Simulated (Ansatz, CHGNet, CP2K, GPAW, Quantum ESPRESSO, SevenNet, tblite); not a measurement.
**Forces in graphene/h-BP/graphene sandwich (62 atoms), program by program**

One geometry of graphene/h-BP/graphene sandwich (62 atoms) is solved by several programs and methods. How far do their forces lie from a plane-wave PBE run?

Results are calculated, not measured.

## Step 1: The structure

The cell holds 62 atoms (48 C, 7 B and 7 P), with edges of 8.51, 8.51 and 20.91 Å. Recipe: 12 cells of graphene (a = 2.46 Å, strained -0.17 %) and 7 cells of h-BP (a = 3.21 Å, +0.17 %) on one hexagonal cell, twist 10.89 deg; facing planes 3.49, 3.42 Å apart; 14 Å of vacuum; displaced by a Gaussian of 0.01 Å. Then every atom was moved at random, 0.03 Å r.m.s. a Cartesian component.

## Step 2: The reference input

Quantum ESPRESSO 7.5: Kohn-Sham DFT, PBE, SSSP efficiency 1.3.0 pseudopotentials, plane waves. Its input, pw.in:

```
&control
  calculation = 'scf'
  pseudo_dir = './pseudo'
  outdir = './tmp'
  disk_io = 'none'
  tprnfor = .true.
/
&system
  ibrav = 0
  nat = 62
  ntyp = 3
  ecutwfc = 45
  ecutrho = 360
  nosym = .true.
  occupations = 'smearing'
  smearing = 'fd'
  degauss = 0.003675
/
&electrons
  conv_thr = 3.1e-07
  electron_maxstep = 100
  mixing_beta = 0.2
  mixing_mode = 'local-TF'
  diagonalization = 'david'
/
ATOMIC_SPECIES
C 12.011 C.upf
B 10.810 B.upf
P 30.974 P.upf
CELL_PARAMETERS angstrom
8.50730 0.00000 0.00000
-4.25365 7.36754 0.00000
0.00000 0.00000 20.91000
ATOMIC_POSITIONS crystal
C 0.16636 0.66875 0.33481
C 0.16793 0.50162 0.33520
C 0.33452 0.99888 0.33449
C 0.32951 0.82653 0.33596
[... 56 atom lines left out ...]
C 0.53182 0.27077 0.66732
C 0.52960 0.10541 0.66508
K_POINTS gamma
```

```console
$ OMP_NUM_THREADS=1 mpirun -np 2 pw.x -in pw.in > output.txt
```

Wall time 3.8 min (2 MPI ranks of Arm Neoverse V1, shared host); peak memory 2.1 GiB; 7.5 min of CPU time.

It converged with an r.m.s. force component of 1.6 eV/Å.

## Step 3: What was run beside it

- CHGNet: machine-learned potential, published weights.
- CP2K 2026.2: Gaussian basis with GTH pseudopotentials and a plane-wave density; labels give functional, basis (MOLOPT sets; SR short-range, UZH the newer set with its own potentials), grid cutoff/relative cutoff and solver (OT: orbital transformation; TRS4, TC2, SIGN: linear-scaling purification with its sparsity filter), or its built-in tight binding.
- GPAW 26.7.0: PAW with atomic orbitals (LCAO), plane waves or a real-space grid of spacing h.
- SevenNet: machine-learned potential, published weights.
- tblite 0.8.0: extended tight binding, driven from Python.

All use the same cell and atoms, and the electronic-structure runs the same k-mesh.

## Step 4: All runs compared

Differences are against the reference: forces as r.m.s. over components, share as that over the reference's r.m.s. force, slope as the fitted ratio of a run's forces to the reference's.

| run | Δ force, r.m.s. (meV/Å) | share (%) | slope | cores | CPU time | memory (GiB) |
| --- | --- | --- | --- | --- | --- | --- |
| reference | - | - | - | 2 | 7.5 min | 2.1 |
| CHGNet 0.3.0 potential | 717 | 45.6 | 0.831 | 1 | 3.5 s | 1.2 |
| CHGNet r2SCAN potential | 787 | 50.1 | 0.738 | 1 | 3.3 s | 1.2 |
| CP2K PBE, DZVP-MOLOPT-SR, 450/30 Ry, diagonalisation (coarse) | 29.4 | 1.87 | 1.013 | 2 | 3.5 min | 3.2 |
| CP2K PBE, DZVP-MOLOPT-SR, 450/50 Ry, diagonalisation | 29.3 | 1.87 | 1.013 | 2 | 4.4 min | 3.2 |
| CP2K PBE, TZVP-MOLOPT (SR for B), 450/50 Ry, diagonalisation | 13.1 | 0.833 | 1.003 | 4 | 41 min | 4.3 |
| CP2K PBE, TZVP-UZH, 450/50 Ry, diagonalisation | 23.5 | 1.49 | 1.011 | 4 | 6.5 min | 4.1 |
| CP2K RPBE, PBE potentials, DZVP-MOLOPT-SR, 450/50 Ry, diagonalisation | 23.9 | 1.52 | 1.012 | 2 | 4.4 min | 3.2 |
| GPAW PBE, LCAO dzp, h 0.2 Å | 112 | 7.11 | 1.052 | 1 | 1.9 min | 0.73 |
| GPAW PBE, LCAO dzp, h 0.2 Å, other mixer settings | 112 | 7.14 | 1.052 | 1 | 2.4 min | 0.67 |
| GPAW PBE, LCAO sz(dzp), h 0.2 Å (coarse) | 483 | 30.7 | 1.226 | 1 | 43 s | 0.59 |
| GPAW RPBE, LCAO dzp, h 0.2 Å | 124 | 7.88 | 1.061 | 1 | 1.9 min | 0.73 |
| SevenNet l3i5 potential | 823 | 52.4 | 0.991 | 1 | 9.2 s | 1.3 |
| tblite GFN1-xTB | 161 | 10.3 | 0.980 | 1 | 1.3 s | 0.13 |
| tblite GFN2-xTB | 163 | 10.4 | 0.957 | 1 | 3.3 s | 0.13 |

Rows marked coarse were listed beforehand as settings not expected to be converged; some can still land near the reference.

Times of the machine-learned potentials are mostly Python's start and the loading of weights.

Runs without a result: CP2K GFN1-xTB, diagonalisation (not converged).

At other geometries of this session 1 more runs gave no result.

CPU time is summed over cores on shared hosts, so it is rough.

## Step 5: Findings

Forces lie from 0.83 % (CP2K PBE, TZVP-MOLOPT (SR for B), 450/50 Ry, diagonalisation) to 52 % (SevenNet l3i5 potential) of the reference's r.m.s. force of 1.6 eV/Å away from it. The PBE runs in local orbitals, coarse settings apart, differ by 0.83 % (CP2K PBE, TZVP-MOLOPT (SR for B), 450/50 Ry, diagonalisation) to 7.1 % (GPAW PBE, LCAO dzp, h 0.2 Å, other mixer settings); basis, grid and potentials can all enter. Tight binding differs by 10 % in each run; it is another model, with fitted parameters of its own, and the xTB methods hold dispersion. Machine-learned potentials differ by 46 % (CHGNet 0.3.0 potential) to 52 % (SevenNet l3i5 potential); they were trained on other programs' data, some at another functional. Among those trained on PBE data the slope goes as low as 0.83, with a correlation of 0.89, so directions differ as well as sizes.

Rows with another functional or a dispersion term differ by 1.5 % (CP2K RPBE, PBE potentials, DZVP-MOLOPT-SR, 450/50 Ry, diagonalisation) to 7.9 % (GPAW RPBE, LCAO dzp, h 0.2 Å), which mixes the change of model with differences of basis and potentials, some of them made for another functional. Runs with settings chosen to be coarse differ by 1.9 % (CP2K PBE, DZVP-MOLOPT-SR, 450/30 Ry, diagonalisation) to 31 % (GPAW PBE, LCAO sz(dzp), h 0.2 Å), their programs' other errors included. GPAW PBE, LCAO sz(dzp), h 0.2 Å stiffens the forces by a factor of 1.23 while following their directions (correlation 0.986); the slopes of the 4 GPAW runs lie between 1.05 and 1.23.

**Limits.** Periodic xTB results under one method name differ between programs and library versions. Machine-learned potentials mimic data converged in k, so the reference's own k-point error enters their differences. The reference's PBE has no dispersion term, which matters for the binding between molecules or layers. One k-point is far too coarse for the carbon or group-IV sheet, and it can put spurious forces of up to about 1 eV/Å on the sheet's atoms. The electronic-structure runs sample only Γ, in a cell whose shortest periodic width is 7 Å, which is coarse for a cell with partly filled levels. The slab repeats along its normal with no dipole correction. Where levels are smeared, the DFT runs use Fermi–Dirac occupations at 580 K (0.05 eV), and energies are free energies. The atoms were displaced at random, and shares hang on the size of the forces that this gives. The reference's cutoffs and mesh weren't converged further here.

[Logs are printed without paths, hosts, clocks, repeated set-up lines and the standing remarks that a program may print on its own settings, such as how far it seeks lower states.]

[Hosts, paths, dates, database ids (printed as entryN), source tags and the programs' standing remarks are cut or masked in the printed files.]

[Cells were taken only where this reference lay near another plane-wave run.]
